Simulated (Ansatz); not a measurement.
# NO on Fe(100): change of the work function, part 3 of 5

How does NO on the hollow site change the work function of Fe(100) as the layer fills?

Ansatz 0.2.0; plane-wave DFT, PBE, Ansatz PAW (the session's first sound run).

So far, work function, upper face (eV): step 2 (the clean slab) 3.86.

### Step 3. The covered slab, k-mesh 5×5×1, coverage 0.25 ML (continued)

Valence density in the ca plane at fractional y = 0.250, with atoms of Fe and N and O within 0.2 Å of it. It is the smooth field of the valence electrons, not physical close to the nuclei.

Values in e/Å³, 8 rows by 16 columns, each cell a mean:
```
 0  0  1  0  0  1  0  0  0  0  0  0  0  0  0  0
 0  2 13  0  3 12  0  0  0  0  0  0  0  0  0  0
 0  1  8  0  2  7  0  0  0  0  0  0  0  0  0  0
 0  0  0  0  0  0  0  0  0  0  0  0  0  0  0  0
 0  0  1  0  0  1  0  0  0  0  0  0  0  0  0  0
 0  2 13  0  6  9  0  3  4  1  0  0  0  0  0  0
 0  1  8  0  4  5  0  2  3  1  0  0  0  0  0  0
 0  0  0  0  0  0  0  0  0  0  0  0  0  0  0  0
```
Columns run along c (16.0 Å, from fractional 0.32 to 0.96 of the cell), rows up along a (5.7 Å). Atoms in or near the plane, at fractional coordinates: Fe at (0.41, 0.25), Fe at (0.52, 0.25), Fe at (0.41, 0.75), Fe at (0.53, 0.75), N at (0.62, 0.25), O at (0.67, 0.25).

The relaxation took 9 steps and lowered the energy by 0.78 eV; the largest force on the free atoms ends at 0.012 eV/Å.

By hand: a sheet of dipoles makes a step −p/(ε₀A) in the electron's potential. With e/ε₀ = 180.95 V·Å, p = -0.2544 e·Å and A = 32.95 Å², that is −180.95 × (-0.2544) / 32.95 = +1.397 eV, and the two vacuum levels of the run differ by +1.397 eV.

The covered face has 5.25 eV, +1.39 eV against the clean one; the bare back face has moved by +0.02 eV, a measure of how thin the slab is.

### Step 4. The covered slab, k-mesh 5×5×1, coverage 0.5 ML

System of this step: NO/Fe(100). The cell holds 24 atoms: 20 Fe, 2 N and 2 O. Cell: a = 5.740 Å, b = 5.740 Å, c = 25.316 Å, α = 90.0°, β = 90.0°, γ = 90.0°. Vacuum lies along c.

Another coverage, to see how the dipoles act on each other as their distance changes.

Contents of input.yaml:

```yaml
crystal:
  lattice:
    - [5.74, 0.0, 0.0]
    - [0.0, 5.74, 0.0]
    - [0.0, 0.0, 25.3155260767]
  atoms:
    - { symbol: Fe, position: [0.0, 0.0, 0.3555130544], spin: 2.97 }
    - { symbol: Fe, position: [0.25, 0.25, 0.4121976359], spin: 2.38 }
    - { symbol: Fe, position: [0.0, 0.0, 0.4682046933], spin: 2.5 }
    - { symbol: Fe, position: [0.25, 0.25, 0.5250364817], spin: 2.31 }
    - { symbol: Fe, position: [0.0, 0.0, 0.5781245087], spin: 2.92 }
    - { symbol: Fe, position: [0.0, 0.5, 0.3555130544], spin: 2.97 }
    - { symbol: Fe, position: [0.25, 0.75, 0.4121976359], spin: 2.38 }
    - { symbol: Fe, position: [0.0, 0.5, 0.4682046933], spin: 2.5 }
    - { symbol: Fe, position: [0.25, 0.75, 0.5250364817], spin: 2.31 }
    - { symbol: Fe, position: [0.0, 0.5, 0.5781245087], spin: 2.92 }
    - { symbol: Fe, position: [0.5, 0.0, 0.3555130544], spin: 2.97 }
    - { symbol: Fe, position: [0.75, 0.25, 0.4121976359], spin: 2.38 }
    - { symbol: Fe, position: [0.5, 0.0, 0.4682046933], spin: 2.5 }
    - { symbol: Fe, position: [0.75, 0.25, 0.5250364817], spin: 2.31 }
    - { symbol: Fe, position: [0.5, 0.0, 0.5781245087], spin: 2.92 }
    - { symbol: Fe, position: [0.5, 0.5, 0.3555130544], spin: 2.97 }
    - { symbol: Fe, position: [0.75, 0.75, 0.4121976359], spin: 2.38 }
    - { symbol: Fe, position: [0.5, 0.5, 0.4682046933], spin: 2.5 }
    - { symbol: Fe, position: [0.75, 0.75, 0.5250364817], spin: 2.31 }
    - { symbol: Fe, position: [0.5, 0.5, 0.5781245087], spin: 2.92 }
    - { symbol: "N", position: [0.25, 0.25, 0.597875234] }
    - { symbol: "N", position: [0.75, 0.75, 0.597875234] }
    - { symbol: O, position: [0.25, 0.25, 0.6444869456] }
    - { symbol: O, position: [0.75, 0.75, 0.6444869456] }
magnetization:
  spin_polarized: true
kpoints:
  mp_grid: { grid: [5, 5, 1] }
hamiltonian:
  xc: pbe
scf:
  occupations: { method: fermi_dirac, width: 0.1 }
  convergence: { dr2_threshold: 1.0e-08 }
efield:
  axis: 3
  dipole_correction: true
  ramp_position: 0.97
  ramp_width: 0.06
relax:
  f_tol: 0.02
  max_steps: 60
  constraints: [{ sites: [0, 1, 5, 6, 10, 11, 15, 16] }]
output:
  bader: true
  dos: { projected: true, e_range: [-8, 4] }
  write_potential: true
  write_density: true
  volumetric_format: npy
```

Run with:

```console
$ ansatz run input.yaml --threads 4 --pin off --max-ram 12288MiB --backend cpu --events-out ev --progress --plain --runs-dir out
```

Numbers of over 12 decimals in the logs are rounded to 6 here.

What it wrote:

```text
[...]
Crystal: 24 atoms, lattice volume = 834.086 Å³
Basis set: ecut = 420 eV, 16377 PW (Γ), exchange–correlation on 80×80×360 points (8 copies of the dense FFT grid, shifted against one another)
Bands: 237, of which v1, the nominal top of the filled ones, is band 171 counted from 1 (170 counted from 0)
Symmetry: 16 space group operations
k-points: 6 of 25
[...]
Starting moments: Σ|m| = 52.32 μB on 20 of 24 sites
[...]
SCF iter   1: F=—  HF=-91496.180444 eV  |F-HF|=—  |Δ(HF+E_count)|=         —  Δρ=4.20e-2 (↑2.00e-2 ↓4.20e-2)  dr2=5.31e1  dr2_m=2.69e0  M=50.275 μB ∫|m|=51.645 μB  β_m=1.00  ethr=3.10e-3  p=-0.000 e·Å  D=-9.60e-7 V/Å  ΔV_dip=0.00 eV  dr2_dipole=4.22e-1  V_vac-E_F(+/−)=7.29/7.29 eV  ⟨swp⟩=10.0  Hψ=15090  notcnv=0  defer=131
[...]
SCF iter  18: F=-91498.711154 eV  HF=-91498.711154 eV  |F-HF|=3.90e-9  |Δ(HF+E_count)|=   4.83e-9  Δρ=4.04e-7 (↑1.81e-7 ↓4.04e-7)  dr2=4.63e-9  dr2_m=1.42e-10  M=48.972 μB ∫|m|=52.660 μB  ethr=1.36e-12  p=-0.234 e·Å  D=-5.08e-2 V/Å  ΔV_dip=1.29 eV  dr2_dipole=6.68e-10  V_vac-E_F(+/−)=5.13/3.84 eV  ⟨swp⟩=15.3  Hψ=20978  notcnv=0
SCF 1 converged in 18 iterations: F = -91498.711154 eV  dr2 = 4.63e-9
[...]
relax step   1: F+E_penalty+E_count = -91498.71115405 eV  Δ(F+E_penalty+E_count) = +0.000e0 eV  max|allowed force component| = 7.464e0 eV/Å  Δτ_max = 0.0000 Å  (18 SCF iters, accepted)
[...]
SCF iter  13: F=-91499.528382 eV  HF=-91499.528382 eV  |F-HF|=2.53e-9  |Δ(HF+E_count)|=   1.02e-8  Δρ=2.23e-7 (↑1.19e-7 ↓2.23e-7)  dr2=7.20e-10  dr2_m=9.66e-11  M=49.119 μB ∫|m|=52.824 μB  ethr=1.00e-12  p=-0.315 e·Å  D=-6.83e-2 V/Å  ΔV_dip=1.73 eV  dr2_dipole=9.37e-11  V_vac-E_F(+/−)=5.57/3.84 eV  ⟨swp⟩=13.1  Hψ=19069  notcnv=0
SCF 2 converged in 13 iterations: F = -91499.528382 eV  dr2 = 7.20e-10
[...]
relax step   2: F+E_penalty+E_count = -91499.52838156 eV  Δ(F+E_penalty+E_count) = -8.172e-1 eV  max|allowed force component| = 2.427e0 eV/Å  Δτ_max = 0.1064 Å  (13 SCF iters, accepted)
[...]
SCF iter  13: F=-91499.786944 eV  HF=-91499.786944 eV  |F-HF|=3.49e-10  |Δ(HF+E_count)|=   1.93e-8  Δρ=3.04e-7 (↑2.24e-7 ↓3.04e-7)  dr2=1.99e-9  dr2_m=8.01e-11  M=49.325 μB ∫|m|=53.137 μB  ethr=1.00e-12  p=-0.361 e·Å  D=-7.83e-2 V/Å  ΔV_dip=1.98 eV  dr2_dipole=8.59e-11  V_vac-E_F(+/−)=5.82/3.84 eV  ⟨swp⟩=13.3  Hψ=18573  notcnv=0
SCF 3 converged in 13 iterations: F = -91499.786944 eV  dr2 = 1.99e-9
[...]
relax step   3: F+E_penalty+E_count = -91499.78694429 eV  Δ(F+E_penalty+E_count) = -2.586e-1 eV  max|allowed force component| = 7.294e-1 eV/Å  Δτ_max = 0.0952 Å  (13 SCF iters, accepted)
[...]
relax step   4: F+E_penalty+E_count = -91499.82468666 eV  Δ(F+E_penalty+E_count) = -3.774e-2 eV  max|allowed force component| = 2.491e-1 eV/Å  Δτ_max = 0.0558 Å  (12 SCF iters, accepted)
[...]
relax step   5: F+E_penalty+E_count = -91499.83988048 eV  Δ(F+E_penalty+E_count) = -1.519e-2 eV  max|allowed force component| = 1.153e-1 eV/Å  Δτ_max = 0.0510 Å  (12 SCF iters, accepted)
SCF iter   1: F=—  HF=-91499.842806 eV  |F-HF|=—  |Δ(HF+E_count)|=         —  Δρ=1.19e-3 (↑9.36e-4 ↓1.19e-3)  dr2=9.29e-3  dr2_m=3.52e-3  M=49.603 μB ∫|m|=53.591 μB  β_m=1.00  ethr=2.56e-5  p=-0.370 e·Å  D=-8.04e-2 V/Å  ΔV_dip=2.03 eV  dr2_dipole=7.28e-4  V_vac-E_F(+/−)=5.87/3.84 eV  ⟨swp⟩=2.9  Hψ=5146  notcnv=0  defer=301
[...]
SCF iter  12: F=-91499.843776 eV  HF=-91499.843776 eV  |F-HF|=7.44e-9  |Δ(HF+E_count)|=   7.61e-9  Δρ=4.15e-7 (↑3.50e-7 ↓4.15e-7)  dr2=7.07e-9  dr2_m=4.83e-10  M=49.593 μB ∫|m|=53.577 μB  ethr=2.48e-12  p=-0.369 e·Å  D=-8.00e-2 V/Å  ΔV_dip=2.03 eV  dr2_dipole=7.30e-10  V_vac-E_F(+/−)=5.87/3.84 eV  ⟨swp⟩=11.7  Hψ=18187  notcnv=0
SCF 6 converged in 12 iterations: F = -91499.843776 eV  dr2 = 7.07e-9
relax step   6: F+E_penalty+E_count = -91499.84377592 eV  Δ(F+E_penalty+E_count) = -3.895e-3 eV  max|allowed force component| = 9.538e-3 eV/Å  Δτ_max = 0.0148 Å  (12 SCF iters, accepted)
[...]
SCF converged after 12 iterations
Magnetization: 49.5931 μB (195.7966 up, 146.2034 down)
Absolute magnetization: 53.5808 μB (∫|ρ↑−ρ↓|, with the PAW one-centre terms)
[...]
Per-site moments (μB) at R_I (Å): [(2.966729, 1.025266), (2.391177, 1.021832), (2.450844, 1.013251), (2.128101, 0.850585), (2.342436, 0.873495), (2.966729, 1.025266), (2.369898, 1.021832), (2.450844, 1.013251), (2.508779, 1.016649), (2.342436, 0.873495), (2.966729, 1.025266), (2.369898, 1.021832), (2.450844, 1.013251), (2.508779, 1.016649), (2.342436, 0.873495), (2.966729, 1.025266), (2.391177, 1.021832), (2.450844, 1.013251), (2.128101, 0.850585), (2.342436, 0.873495), (-0.096850, 0.531326), (-0.096850, 0.531326), (-0.133315, 0.531326), (-0.133315, 0.531326)]
Free energy (F): -91499.843776 eV
[...]
Internal energy: -91499.081505 eV  (E = F + TS)
E sigma→0 (E₀):  -91499.462640 eV
Entropy (-TS):   -0.762271 eV (-31.761 meV/atom)
Fermi energy:    2.164922 eV
Dipole field:    D = -0.080052 V/Å  (p = -0.368995 e·Å, saw-weighted, corrected)
Work function:   Φ+ = 5.8669 eV   Φ− = 3.8403 eV
[...]
--- Forces (eV/Å), atoms counted from 1 ---
  atom   1  Fe     0.00000000     0.00000000     0.43392177
  atom   2  Fe    -0.00000000     0.00000000    -0.42753555
  atom   3  Fe    -0.00000000     0.00000000    -0.00845640
  atom   4  Fe    -0.00000000    -0.00000000     0.00673039
  atom   5  Fe    -0.00000000     0.00000000     0.00087122
  atom   6  Fe     0.00000000    -0.00000000     0.43392177
  atom   7  Fe    -0.00000000     0.00000000    -0.43415683
  atom   8  Fe    -0.00000000    -0.00000000    -0.00845640
  atom   9  Fe    -0.00000000    -0.00000000     0.00777411
  atom  10  Fe    -0.00000000    -0.00000000     0.00087122
  atom  11  Fe     0.00000000    -0.00000000     0.43392177
  atom  12  Fe    -0.00000000     0.00000000    -0.43415683
  atom  13  Fe    -0.00000000    -0.00000000    -0.00845640
  atom  14  Fe    -0.00000000    -0.00000000     0.00777411
  atom  15  Fe    -0.00000000    -0.00000000     0.00087122
  atom  16  Fe     0.00000000     0.00000000     0.43392177
  atom  17  Fe    -0.00000000     0.00000000    -0.42753555
  atom  18  Fe    -0.00000000     0.00000000    -0.00845640
  atom  19  Fe    -0.00000000    -0.00000000     0.00673039
  atom  20  Fe    -0.00000000     0.00000000     0.00087122
  atom  21  N      0.00000000     0.00000000    -0.00953827
  atom  22  N      0.00000000     0.00000000    -0.00953827
  atom  23  O     -0.00000000     0.00000000     0.00408238
  atom  24  O     -0.00000000     0.00000000     0.00408238
  max |Σ_I F_I| component: 5.88e-5 eV/Å
--- Band table (eV; the first three rows and the last of 12) ---
  k-point 0 ↑: bands = [... 167 lower, 0.8698, 0.8698, 0.8931, 0.9380, 0.9769, 1.0528, 1.0983, 1.0983, ... 62 higher]
  k-point 1 ↑: bands = [... 167 lower, 0.8541, 0.8656, 0.8806, 0.9321, 0.9724, 1.0112, 1.0388, 1.0433, ... 62 higher]
  k-point 2 ↑: bands = [... 167 lower, 0.8182, 0.8371, 0.8736, 0.8792, 0.9395, 0.9558, 0.9596, 0.9780, ... 62 higher]
  k-point 5 ↓: bands = [... 167 lower, 3.4010, 3.4512, 3.4906, 3.5636, 3.6027, 3.6332, 3.6626, 3.6934, ... 62 higher]
--- Relaxed structure (6 steps of the walk, 6 accepted, 0 SCFs on fresh bases) ---
  F+E_penalty+E_count = -91499.84377592 eV   max|allowed force component| = 9.538e-3 eV/Å
  atoms:
    - { symbol: Fe, position: [0.0, 0.0, 0.355513] }
    - { symbol: Fe, position: [0.25, 0.25, 0.412198] }
    - { symbol: Fe, position: [0, 0, 0.468311] }
    - { symbol: Fe, position: [0.25, 0.25, 0.522978] }
    - { symbol: Fe, position: [0, 0, 0.580546] }
    - { symbol: Fe, position: [0.0, 0.5, 0.355513] }
    - { symbol: Fe, position: [0.25, 0.750000, 0.412198] }
    - { symbol: Fe, position: [0, 0.5, 0.468311] }
    - { symbol: Fe, position: [0.25, 0.750000, 0.525303] }
    - { symbol: Fe, position: [0, 0.5, 0.580546] }
    - { symbol: Fe, position: [0.5, 0.0, 0.355513] }
    - { symbol: Fe, position: [0.750000, 0.25, 0.412198] }
    - { symbol: Fe, position: [0.5, 0, 0.468311] }
    - { symbol: Fe, position: [0.750000, 0.25, 0.525303] }
    - { symbol: Fe, position: [0.5, 0, 0.580546] }
    - { symbol: Fe, position: [0.5, 0.5, 0.355513] }
    - { symbol: Fe, position: [0.750000, 0.750000, 0.412198] }
    - { symbol: Fe, position: [0.5, 0.5, 0.468311] }
    - { symbol: Fe, position: [0.750000, 0.750000, 0.522978] }
    - { symbol: Fe, position: [0.5, 0.5, 0.580546] }
    - { symbol: N, position: [0.25, 0.25, 0.604431] }
    - { symbol: N, position: [0.750000, 0.750000, 0.604431] }
    - { symbol: O, position: [0.25, 0.25, 0.655312] }
    - { symbol: O, position: [0.750000, 0.750000, 0.655312] }
--- Bader charges: 24 sites ---
  site symbol  charge [e]  shift [e]    m [muB]
     0     Fe      0.0563     0.0001     3.1003
     1     Fe     -0.0569     0.0000     2.3306
     2     Fe      0.0337     0.0001     2.4110
     3     Fe      0.1229     0.0003     2.1601
     4     Fe      0.4408     0.0010     2.4497
     5     Fe      0.0563     0.0001     3.1003
     6     Fe     -0.0680     0.0001     2.3121
     7     Fe      0.0337     0.0001     2.4110
     8     Fe     -0.0123     0.0003     2.4583
     9     Fe      0.4408     0.0010     2.4497
    10     Fe      0.0563     0.0001     3.1003
    11     Fe     -0.0680     0.0001     2.3121
    12     Fe      0.0337     0.0001     2.4110
    13     Fe     -0.0123     0.0003     2.4583
    14     Fe      0.4408     0.0010     2.4498
    15     Fe      0.0563     0.0001     3.1003
    16     Fe     -0.0569     0.0000     2.3306
    17     Fe      0.0337     0.0001     2.4110
    18     Fe      0.1229     0.0003     2.1601
    19     Fe      0.4408     0.0010     2.4497
    20      N     -0.6004     0.0076    -0.1616
    21      N     -0.6004     0.0076    -0.1616
    22      O     -0.4469     0.0049    -0.2249
    23      O     -0.4469     0.0049    -0.2249
  estimated error of the sums over rays = 6.3e-4 e
```

It took 9 min on 4 threads of Intel Xeon 6975P-C (Granite Rapids), shared host; peak memory 5.2 GiB.

The steps of the relaxation:

```csv
step,energy less that of the first step (eV),largest force component (eV/Å)
1,0.0000,7.4638
2,-0.8172,2.4274
3,-1.0758,0.7294
4,-1.1135,0.2491
5,-1.1287,0.1153
6,-1.1326,0.0095
```

Forces are held to the 16 operations that the run works with; a distortion that breaks them can't arise in this run.

The atoms that moved most (Å):

```csv
atom,dx,dy,dz,length
O24,0.000,0.000,0.274,0.274
O23,0.000,0.000,0.274,0.274
N22,0.000,0.000,0.166,0.166
N21,0.000,0.000,0.166,0.166
Fe5,0.000,0.000,0.061,0.061
Fe10,0.000,0.000,0.061,0.061
Fe15,0.000,0.000,0.061,0.061
Fe20,0.000,0.000,0.061,0.061
```

The relaxed structure:

```xyz
24
Lattice="5.7400 0.0000 0.0000 0.0000 5.7400 0.0000 0.0000 0.0000 25.3155" Properties=species:S:1:pos:R:3
Fe    0.0000    0.0000    9.0000
Fe    1.4350    1.4350   10.4350
Fe    0.0000    0.0000   11.8555
Fe    1.4350    1.4350   13.2395
Fe    0.0000    0.0000   14.6968
Fe    0.0000    2.8700    9.0000
Fe    1.4350    4.3050   10.4350
Fe    0.0000    2.8700   11.8555
Fe    1.4350    4.3050   13.2983
Fe    0.0000    2.8700   14.6968
Fe    2.8700    0.0000    9.0000
Fe    4.3050    1.4350   10.4350
Fe    2.8700    0.0000   11.8555
Fe    4.3050    1.4350   13.2983
Fe    2.8700    0.0000   14.6968
Fe    2.8700    2.8700    9.0000
Fe    4.3050    4.3050   10.4350
Fe    2.8700    2.8700   11.8555
Fe    4.3050    4.3050   13.2395
Fe    2.8700    2.8700   14.6968
N     1.4350    1.4350   15.3015
N     4.3050    4.3050   15.3015
O     1.4350    1.4350   16.5896
O     4.3050    4.3050   16.5896
```

This step gave:

| Property | Result |
| --- | --- |
| energy at zero smearing | -91499.4626 eV |
| total moment | 49.59 μB |
| work function, upper face | 5.867 eV |
| work function, lower face | 3.840 eV |
| dipole along the normal | -0.3690 e·Å |
| step between the vacuum levels | 2.027 eV |

The density of states has structure finer than the step of the table below, so its rows give means over 0.25 eV, whole bins alone (the curve runs from -8 to 1.98 eV). Peaks (eV: height): total -1.710: 73.8, -1.620: 65.3, -1.380: 103, -1.200: 92.6, -1.110: 89.4, -1.020: 115, 1.680: 65.9; up -7.850: 53.6, -3.190: 53.1, -1.380: 52.4, -1.320: 48.8, -1.200: 61.8, -1.110: 68.6, -1.020: 94.2; down -1.380: 50.3, 0.180: 47.6, 1.440: 47.7, 1.500: 45.6, 1.680: 63.1, 1.770: 58.3, 1.920: 48.4.

Table of density of states by energy, zero at the Fermi level; means over each step; values in states/eV a cell:

```csv
energy (eV),total,up,down
-7.75,14.4,7.99,6.44
-7.50,7.77,2.71,5.06
-7.25,14.8,6.37,8.40
-7.00,5.77,4.92,0.852
-6.75,2.48,1.32,1.16
-6.50,1.36,0.513,0.846
-6.25,1.23,0.776,0.451
-6.00,2.22,2.04,0.181
-5.75,3.03,1.61,1.42
-5.50,3.75,1.73,2.02
-5.25,3.42,2.43,0.993
-5.00,5.93,3.99,1.94
-4.75,6.99,5.49,1.50
-4.50,14.7,12.2,2.43
-4.25,15.3,13.4,1.99
-4.00,18.2,16.1,2.10
-3.75,23.2,18.8,4.34
-3.50,28.0,23.3,4.74
-3.25,36.9,31.4,5.49
-3.00,26.9,20.4,6.53
-2.75,34.2,24.0,10.2
-2.50,39.5,25.5,14.0
-2.25,31.0,18.1,12.9
-2.00,32.8,23.0,9.83
-1.75,40.2,23.5,16.7
-1.50,47.4,25.4,22.0
-1.25,62.0,38.8,23.2
-1.00,60.9,36.6,24.3
-0.75,40.3,20.5,19.8
-0.50,23.4,10.9,12.5
-0.25,26.9,15.4,11.5
0.00,20.7,5.02,15.7
0.25,22.5,6.76,15.8
0.50,19.0,6.36,12.7
0.75,18.7,4.45,14.2
1.00,24.1,3.12,21.0
1.25,32.3,3.40,28.9
1.50,34.1,4.07,30.1
1.75,40.8,2.90,37.9
```

Projected DOS per atom over height of the atomic layer and energy from the Fermi level. Layers: Fe4 Fe4 Fe4 Fe4 Fe4 N2 O2 from below.

Ten even steps from '0' (0.01 states/eV) to '9' (3.08 states/eV), each cell a mean:
```
3666410
6545510
3223300
6121211
4222400
2544301
5989703
6988601
6443801
7434602
8344402
5464401
4324301
3332100
1222000
0000000
0000000
0000000
0000000
0000021
0000087
0000187
```
Columns: height of the atomic layer (Å) from 9 to 16.6 (not evenly spaced); rows upwards: energy from the Fermi level (eV) from -7.96 to 1.95.

Projected DOS per atom, spin up over height of the atomic layer and energy from the Fermi level. Layers: Fe4 Fe4 Fe4 Fe4 Fe4 N2 O2 from below.

Values in states/eV, 22 rows by 7 columns, each cell a mean:
```
0.07 0.08 0.10 0.07 0.13 0.20 0.09
0.10 0.14 0.10 0.16 0.10 0.22 0.14
0.10 0.15 0.10 0.16 0.11 0.26 0.22
0.12 0.26 0.16 0.26 0.18 0.37 0.33
0.17 0.38 0.54 0.45 0.21 0.17 0.23
0.27 0.90 0.87 0.84 0.44 0.09 0.21
0.69 2.04 1.73 1.90 1.16 0.08 0.33
0.99 1.91 1.61 1.70 1.39 0.04 0.21
1.63 0.82 0.88 0.55 1.82 0.04 0.35
1.76 0.51 0.61 0.67 1.61 0.02 0.30
2.14 0.80 0.90 0.86 1.06 0.02 0.15
1.56 1.09 1.56 1.22 1.13 0.03 0.25
1.17 0.97 0.54 1.15 1.00 0.03 0.35
0.96 0.84 0.86 0.65 0.36 0.01 0.07
0.30 0.52 0.75 0.55 0.21 0.01 0.03
0.12 0.21 0.21 0.20 0.07 0.01 0.01
0.08 0.11 0.10 0.13 0.04 0.01 0.01
0.08 0.12 0.11 0.11 0.03 0.02 0.02
0.01 0.04 0.04 0.02 0.00 0.01 0.01
0.03 0.07 0.08 0.05 0.06 0.71 0.40
0.02 0.05 0.05 0.07 0.10 1.09 0.98
0.00 0.02 0.04 0.10 0.27 1.17 1.02
```
Columns: height of the atomic layer (Å) from 9 to 16.6 (not evenly spaced); rows upwards: energy from the Fermi level (eV) from -7.96 to 1.95.

Projected DOS per atom, spin down over height of the atomic layer and energy from the Fermi level. Layers: Fe4 Fe4 Fe4 Fe4 Fe4 N2 O2 from below.

Ten even steps from '_' (0.00 states/eV) to '@' (2.03 states/eV), each cell a mean:
```
++%%@@%%**..__
%%****##%%____
++::::--++____
%%..::..::____
++......**____
----------____
==++====++..--
==++++----__..
..::::----__..
::--::--::__::
..::::::..__--
__......______
__......______
______________
______________
______________
______________
______________
______________
______________
__________%%**
________..##**
```
Columns: height of the atomic layer (Å) from 9 to 16.6 (not evenly spaced); rows upwards: energy from the Fermi level (eV) from -7.96 to 1.95.

Site moment by atom:

```csv
atom,site moment (μB)
Fe1,2.97
Fe2,2.39
Fe3,2.45
Fe4,2.13
Fe5,2.34
Fe6,2.97
Fe7,2.37
Fe8,2.45
Fe9,2.51
Fe10,2.34
Fe11,2.97
Fe12,2.37
Fe13,2.45
Fe14,2.51
Fe15,2.34
Fe16,2.97
Fe17,2.39
Fe18,2.45
Fe19,2.13
Fe20,2.34
N21,-0.10
N22,-0.10
O23,-0.13
O24,-0.13
```

The relaxation took 6 steps and lowered the energy by 1.1 eV; the largest force on the free atoms ends at 0.0095 eV/Å.

The covered face has 5.87 eV, +2.01 eV against the clean one; the bare back face has moved by +0.01 eV, a measure of how thin the slab is.

[end of part 3 of 5]

[Logs are printed without paths, hosts, clocks, repeated set-up lines and the standing remarks that a program may print on its own settings, such as how far it seeks lower states.]

[Hosts, paths, dates, database ids (printed as entryN), source tags and the programs' standing remarks are cut or masked in the printed files.]

[Maps of the electrostatic potential energy from Ansatz leave out the sawtooth potential of an applied field or a dipole correction, so their vacuum need not be flat; planar profiles and work functions include it.]
